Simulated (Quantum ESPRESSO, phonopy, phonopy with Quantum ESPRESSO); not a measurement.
# Be2Al (hypothetical, Fm-3m): phonons against volume, part 2 of 2

Which modes of Be2Al (hypothetical) drive its thermal expansion? The crystal structure is hypothetical: it was made by swapping elements on a known structure type.

Quantum ESPRESSO 7.5; DFT PBEsol, scalar-relativistic, plane waves, GBRV ultrasoft pseudopotentials.

So far. Step 10 (Lattice dynamics at this volume, V/V0 1.015): The time given is that of the 2 pw.x runs on displaced cells behind this step. Step 11 (Self-consistent run, V/V0 0.985): The run ends at a pressure of 1.35 GPa.

## 13. Phonons, V/V0 0.985

This step: DFT PBEsol, scalar-relativistic, plane waves, GBRV ultrasoft pseudopotentials (phonopy with Quantum ESPRESSO 4.10.0 / 7.5).

The job ended after 3.6 min (8 threads of Arm Neoverse V2, shared host).

Phonopy, no LO-TO term. Phonon branches along the path, in cm⁻¹:

```
    point  branch 1  branch 2  branch 3  branch 4  branch 5  branch 6  branch 7  branch 8  branch 9
        Γ         0         0         0       283       283       283       493       493       493
  halfway      -132      -132       148       355       355       394       432       488       488
        X      -171      -171       280       299       410       410       467       467       474
  halfway      -170      -156       276       286       406       429       467       468       470
        U      -166      -118       233       306       396       453       463       468       468
jump to K      -166      -118       233       306       396       453       463       468       468
  halfway      -114        36        67       332       373       395       443       480       497
        Γ         0         0         0       283       283       283       493       493       493
  halfway       -93       -93       123       320       320       390       467       487       487
        L      -114      -114       212       345       345       417       478       483       483
  halfway      -156        15       165       359       383       406       468       475       486
        W      -186       144       144       295       445       447       453       453       470
  halfway      -179      -123       253       288       421       430       465       467       469
        X      -171      -171       280       299       410       410       467       467       474
```

The lowest frequency on the path is -186 cm⁻¹, so the cell is unstable here and gives no valid free energy. The highest zone-centre mode (no LO–TO term) moved by +2.0 % for a volume change of -1.5 %.

The time given is that of the 2 pw.x runs on displaced cells behind this step.

## 14. Self-consistent run, V/V0 1.03

This step: DFT PBEsol, scalar-relativistic, plane waves, GBRV ultrasoft pseudopotentials (Quantum ESPRESSO 7.5).

System of this step: Be2Al (hypothetical). The structure is cubic, space group Fm-3m (No. 225). The conventional cell has a = 5.499 Å, b = 5.499 Å, c = 5.499 Å, α = 90.00°, β = 90.00°, γ = 90.00°. Nearest to Be lie 4 Al at 2.38 Å. Nearest to Al lie 8 Be at 2.38 Å. Farther neighbours are not listed.

scf.in reads:

```
&CONTROL
  calculation = 'scf'
  prefix      = 'x'
  outdir      = './tmp'
  pseudo_dir  = './pseudo'
  tprnfor     = .true.
  tstress     = .true.
/
&SYSTEM
  ibrav       = 0
  nat         = 3
  ntyp        = 2
  ecutwfc     = 45.0
  ecutrho     = 270.0
  occupations = 'smearing'
  smearing    = 'mv'
  degauss     = 0.02
/
&ELECTRONS
  conv_thr         = 1.0d-12
  mixing_beta      = 0.7
  electron_maxstep = 100
/
ATOMIC_SPECIES
 Be      9.0122  Be.upf
 Al     26.9815  Al.upf
CELL_PARAMETERS angstrom
     0.000000000    2.749414635    2.749414635
     2.749414635    0.000000000    2.749414635
     2.749414635    2.749414635    0.000000000
ATOMIC_POSITIONS crystal
 Be     0.250000000   0.250000000   0.250000000
 Be     0.750000000   0.750000000   0.750000000
 Al     0.000000000   0.000000000   0.000000000
K_POINTS automatic
 12 12 12 0 0 0
```

The run is started by

```sh
> OMP_NUM_THREADS=1 mpirun -n 8 pw.x -nk 8 -in scf.in > scf.out
```

Run time: 2.9 s. Hardware: 8 MPI ranks.

The run ends at a pressure of -2.08 GPa.

## 15. A displaced supercell

System of this step: Be2Al (hypothetical). It takes space group Cm (No. 8, monoclinic). The conventional cell has a = 13.469 Å, b = 7.777 Å, c = 7.777 Å, α = 90.00°, β = 125.26°, γ = 90.00°. Nearest to Be lie 4 Al at 2.36 to 2.40 Å. Nearest to Be lie 4 Al at 2.38 Å. Nearest to Be lie 4 Al at 2.38 Å. Farther neighbours are not listed.

disp-00001.in reads:

```
&CONTROL
  calculation = 'scf'
  prefix      = 'x'
  outdir      = './tmp'
  pseudo_dir  = './pseudo'
  tprnfor     = .true.
  disk_io     = 'none'
/
&SYSTEM
  ibrav       = 0
  nat         = 24
  ntyp        = 2
  ecutwfc     = 45.0
  ecutrho     = 270.0
  occupations = 'smearing'
  smearing    = 'mv'
  degauss     = 0.02
/
&ELECTRONS
  conv_thr         = 1.0d-11
  mixing_beta      = 0.7
  electron_maxstep = 100
/
ATOMIC_SPECIES
 Be      9.0122  Be.upf
 Al     26.9815  Al.upf
CELL_PARAMETERS angstrom
     0.000000000    5.498829271    5.498829271
     5.498829271    0.000000000    5.498829271
     5.498829271    5.498829271    0.000000000
ATOMIC_POSITIONS crystal
 Be     0.127571845   0.125000000   0.125000000
 Be     0.625000000   0.125000000   0.125000000
 Be     0.125000000   0.625000000   0.125000000
 Be     0.625000000   0.625000000   0.125000000
 Be     0.125000000   0.125000000   0.625000000
 Be     0.625000000   0.125000000   0.625000000
 Be     0.125000000   0.625000000   0.625000000
 Be     0.625000000   0.625000000   0.625000000
 Be     0.375000000   0.375000000   0.375000000
 Be     0.875000000   0.375000000   0.375000000
 Be     0.375000000   0.875000000   0.375000000
 Be     0.875000000   0.875000000   0.375000000
 Be     0.375000000   0.375000000   0.875000000
 Be     0.875000000   0.375000000   0.875000000
 Be     0.375000000   0.875000000   0.875000000
 Be     0.875000000   0.875000000   0.875000000
 Al     0.000000000   0.000000000   0.000000000
 Al     0.500000000   0.000000000   0.000000000
 Al     0.000000000   0.500000000   0.000000000
 Al     0.500000000   0.500000000   0.000000000
 Al     0.000000000   0.000000000   0.500000000
 Al     0.500000000   0.000000000   0.500000000
 Al     0.000000000   0.500000000   0.500000000
 Al     0.500000000   0.500000000   0.500000000
K_POINTS automatic
 5 5 5 0 0 0
```

The run is started by

```sh
> OMP_NUM_THREADS=1 mpirun -n 4 pw.x -nk 4 -in disp-00001.in > disp-00001.out
```

Wall time 4 min (4 MPI ranks).

## 16. Phonons, V/V0 1.03

This step: DFT PBEsol, scalar-relativistic, plane waves, GBRV ultrasoft pseudopotentials (phonopy with Quantum ESPRESSO 4.10.0 / 7.5).

Elapsed: 4 min, on 8 threads.

The lowest frequency on the path is -178 cm⁻¹, so the cell is unstable here and gives no valid free energy. The highest zone-centre mode (no LO–TO term) moved by -3.9 % for a volume change of +3.0 %.

The time given is that of the 2 pw.x runs on displaced cells behind this step.

## 17. Self-consistent run, V/V0 0.97

This step: DFT PBEsol, scalar-relativistic, plane waves, GBRV ultrasoft pseudopotentials (Quantum ESPRESSO 7.5).

System of this step: Be2Al (hypothetical). Symmetry: Fm-3m, No. 225, cubic system. Conventional cell: a = 5.390 Å, b = 5.390 Å, c = 5.390 Å, α = 90.00°, β = 90.00°, γ = 90.00°. Be has 4 Al at 2.33 Å nearest. Nearest to Al lie 8 Be at 2.33 Å. Farther neighbours are not listed.

Edit scf.in of step 14 so:

```diff
@@ -27,5 +27,5 @@
 CELL_PARAMETERS angstrom
-     0.000000000    2.749414635    2.749414635
-     2.749414635    0.000000000    2.749414635
-     2.749414635    2.749414635    0.000000000
+     0.000000000    2.694956399    2.694956399
+     2.694956399    0.000000000    2.694956399
+     2.694956399    2.694956399    0.000000000
 ATOMIC_POSITIONS crystal
```

The run is started by

```sh
> OMP_NUM_THREADS=1 mpirun -n 8 pw.x -nk 8 -in scf.in > scf.out
```

It took 2.7 s on 8 MPI ranks.

The run ends at a pressure of 2.65 GPa.

## 18. A displaced supercell

System of this step: Be2Al (hypothetical). The structure is monoclinic, space group Cm (No. 8). Conventional cell: a = 13.203 Å, b = 7.622 Å, c = 7.622 Å, α = 90.00°, β = 125.26°, γ = 90.00°. Nearest to Be lie 4 Al at 2.32 to 2.35 Å. Nearest to Be lie 4 Al at 2.33 Å. Be has 4 Al at 2.33 Å nearest. Be has 4 Al at 2.33 Å nearest. Farther neighbours are not listed.

Edit disp-00001.in of step 15 so:

```diff
@@ -27,7 +27,7 @@
 CELL_PARAMETERS angstrom
-     0.000000000    5.498829271    5.498829271
-     5.498829271    0.000000000    5.498829271
-     5.498829271    5.498829271    0.000000000
+     0.000000000    5.389912799    5.389912799
+     5.389912799    0.000000000    5.389912799
+     5.389912799    5.389912799    0.000000000
 ATOMIC_POSITIONS crystal
- Be     0.127571845   0.125000000   0.125000000
+ Be     0.127623815   0.125000000   0.125000000
  Be     0.625000000   0.125000000   0.125000000
```

The run is started by

```sh
> OMP_NUM_THREADS=1 mpirun -n 4 pw.x -nk 4 -in disp-00001.in > disp-00001.out
```

Run time: 3.6 min. Hardware: 4 MPI ranks.

## 19. Phonons, V/V0 0.97

This step: DFT PBEsol, scalar-relativistic, plane waves, GBRV ultrasoft pseudopotentials (phonopy with Quantum ESPRESSO 4.10.0 / 7.5).

The job ended after 3.6 min (8 threads; 25 min of CPU time).

Phonopy, no LO-TO term. The phonon branches at the labelled points (cm⁻¹):

```
    point  branch 1  branch 2  branch 3  branch 4  branch 5  branch 6  branch 7  branch 8  branch 9
        Γ         0         0         0       295       295       295       503       503       503
  halfway      -133      -133       152       364       364       403       442       498       498
        X      -173      -173       292       304       418       418       479       479       482
  halfway      -172      -158       281       298       415       438       478       479       479
        U      -168      -119       236       316       405       462       474       477       480
jump to K      -168      -119       236       316       405       462       474       477       480
  halfway      -115        46        66       342       382       404       453       491       507
        Γ         0         0         0       295       295       295       503       503       503
  halfway       -94       -94       125       331       331       399       477       497       497
        L      -116      -116       214       355       355       424       489       494       494
  halfway      -158        22       167       368       392       415       478       487       496
        W      -188       146       146       306       453       455       464       464       482
  halfway      -181      -125       257       300       430       439       475       476       481
        X      -173      -173       292       304       418       418       479       479       482
```

The lowest frequency on the path is -188 cm⁻¹, so the cell is unstable here and gives no valid free energy. The highest zone-centre mode (no LO–TO term) moved by +4.1 % for a volume change of -3.0 %.

The time given is that of the 2 pw.x runs on displaced cells behind this step.

## 20. Self-consistent run, V/V0 1.05

This step: DFT PBEsol, scalar-relativistic, plane waves, GBRV ultrasoft pseudopotentials (Quantum ESPRESSO 7.5).

System of this step: Be2Al (hypothetical). It takes space group Fm-3m (No. 225, cubic). Conventional cell: a = 5.534 Å, b = 5.534 Å, c = 5.534 Å, α = 90.00°, β = 90.00°, γ = 90.00°. Nearest to Be lie 4 Al at 2.40 Å. Nearest to Al lie 8 Be at 2.40 Å. Farther neighbours are not listed.

Edit scf.in of step 17 so:

```diff
@@ -27,5 +27,5 @@
 CELL_PARAMETERS angstrom
-     0.000000000    2.694956399    2.694956399
-     2.694956399    0.000000000    2.694956399
-     2.694956399    2.694956399    0.000000000
+     0.000000000    2.767096244    2.767096244
+     2.767096244    0.000000000    2.767096244
+     2.767096244    2.767096244    0.000000000
 ATOMIC_POSITIONS crystal
```

The run is started by

```sh
> OMP_NUM_THREADS=1 mpirun -n 8 pw.x -nk 8 -in scf.in > scf.out
```

The job ended after 2.8 s (8 MPI ranks; 22 s of CPU time).

The run ends at a pressure of -3.39 GPa.

## 21. Forces on a displaced cell

System of this step: Be2Al (hypothetical). The structure is monoclinic, space group Cm (No. 8). Conventional cell: a = 13.556 Å, b = 7.827 Å, c = 7.827 Å, α = 90.00°, β = 125.26°, γ = 90.00°. Nearest to Be lie 4 Al at 2.38 to 2.41 Å. Be has 4 Al at 2.40 Å nearest. Nearest to Be lie 4 Al at 2.40 Å. Be has 4 Al at 2.40 Å nearest. Farther neighbours are not listed.

Edit disp-00001.in of step 18 so:

```diff
@@ -27,7 +27,7 @@
 CELL_PARAMETERS angstrom
-     0.000000000    5.389912799    5.389912799
-     5.389912799    0.000000000    5.389912799
-     5.389912799    5.389912799    0.000000000
+     0.000000000    5.534192489    5.534192489
+     5.534192489    0.000000000    5.534192489
+     5.534192489    5.534192489    0.000000000
 ATOMIC_POSITIONS crystal
- Be     0.127623815   0.125000000   0.125000000
+ Be     0.127555411   0.125000000   0.125000000
  Be     0.625000000   0.125000000   0.125000000
```

The run is started by

```sh
> OMP_NUM_THREADS=1 mpirun -n 4 pw.x -nk 4 -in disp-00001.in > disp-00001.out
```

It took 4 min on 4 MPI ranks; 16 min of CPU time.

## 22. Phonons, V/V0 1.05

This step: DFT PBEsol, scalar-relativistic, plane waves, GBRV ultrasoft pseudopotentials (phonopy with Quantum ESPRESSO 4.10.0 / 7.5).

Wall time 4 min (8 threads); 29 min of CPU time.

The lowest frequency on the path is -176 cm⁻¹, so the cell is unstable here and gives no valid free energy. The highest zone-centre mode (no LO–TO term) moved by -6.5 % for a volume change of +5.0 %.

The time given is that of the 2 pw.x runs on displaced cells behind this step.

## 23. Mode Grüneisen parameters

This step: DFT PBEsol, scalar-relativistic, plane waves, GBRV ultrasoft pseudopotentials (phonopy 4.10.0).

Volume series, by row:

```
 V/V0  V (Å³/atom)  pressure (GPa)  E - E0 (meV/atom)  gap (eV)  zero-point energy (meV/atom)  lowest on the path (cm⁻¹)  highest at Gamma without the LO-TO term (cm⁻¹)
 0.97        13.05           2.652              3.503         0                             -                     -188.1                                           503.2
0.985        13.25           1.346              0.956         0                             -                     -186.3                                           493.1
    1        13.45           0.126                  0         0                             -                     -181.9                                           483.2
1.015        13.65          -1.013              0.523         0                             -                     -179.8                                           473.6
 1.03        13.86          -2.076              2.436         0                             -                     -177.8                                           464.2
 1.05        14.12          -3.386              6.989         0                             -                     -175.5                                           451.9
```

The optical frequency at Gamma without the LO-TO term by V/V0:

```
  V/V0  mode 4 (cm⁻¹)  mode 7 (cm⁻¹)
0.9700            295            503
0.9850            283            493
1.0000            270            483
1.0150            258            474
1.0300            246            464
1.0500            231            452
```

## 24. Summary of results

| Quantity | Value |
| --- | --- |
| lowest frequency over the volumes | -188 cm⁻¹ |

**Reading.** Imaginary modes appear at V/V0 = 0.97, 0.985, 1, 1.015, 1.03 and 1.05, so too few stable volumes remain for a free-energy fit. Mode Grüneisen parameters diverge near a vanishing branch and are not given. The supercell is small, so only a few wavevectors are exact. In a metal soft modes also hang on the k-mesh and the smearing, which were not converged here. The supercell is small: only its own wavevectors are exact, and branches between them are interpolated and can be misplaced.

[Logs are printed without paths, hosts, clocks, repeated set-up lines and the standing remarks that a program may print on its own settings, such as how far it seeks lower states.]

[Hosts, paths, dates, database ids (printed as entryN), source tags and the programs' standing remarks are cut or masked in the printed files.]

[A step with changed settings may run another functional than the one named; its input shows which.]

[Of the runs on displaced cells, only some may be shown.]
